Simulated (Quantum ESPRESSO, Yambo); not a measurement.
Four G0W0 runs on TiO2 (Rutile).

```xyz
6
Lattice="4.5922 0.0000 0.0000 0.0000 4.5922 0.0000 0.0000 0.0000 2.9574" Properties=species:S:1:pos:R:3 pbc="T T T"
Ti    0.0000    0.0000    0.0000
Ti    2.2961    2.2961    1.4787
O     1.4004    1.4004    0.0000
O     0.8957    3.6965    1.4787
O     3.1918    3.1918    0.0000
O     3.6965    0.8957    1.4787
```

The cell and positions come from the Crystallography Open Database and are kept as given unless a step says otherwise.

Program: Yambo 5.3.0; PBE start, 4×4×4 mesh, Godby-Needs plasmon pole.

| bands | screening cutoff (eV) | gap on the mesh (eV) |
| --- | --- | --- |
| 89 | 122.5 | 3.406 |
| 284 | 122.5 | 3.292 |
| 89 | 204.1 | 3.402 |

Question: If the two steps added up, what gap would 284 bands at 204.1 eV give? Do they add up?

From the first row, the second adds −0.114 eV and the third −0.004 eV, so the sum predicts 3.406 −0.114 −0.004 = 3.288 eV. The run gave 3.329 eV, +0.041 eV from that. They don't add up: at the higher cutoff the same bands are worth −0.073 eV.

Limits: not at the basis limit; coarse k mesh.

[Paths, hosts, dates, memory and timing lines, banners, echoed tables and standing remarks are left out of the program output.]

[Logs are printed without paths, hosts, clocks, repeated set-up lines and the standing remarks that a program may print on its own settings, such as how far it seeks lower states.]

[Runs of the session that timed out or met a known fault of the program may be left out.]

[Hosts, paths, dates, database ids (printed as entryN), source tags and the programs' standing remarks are cut or masked in the printed files.]
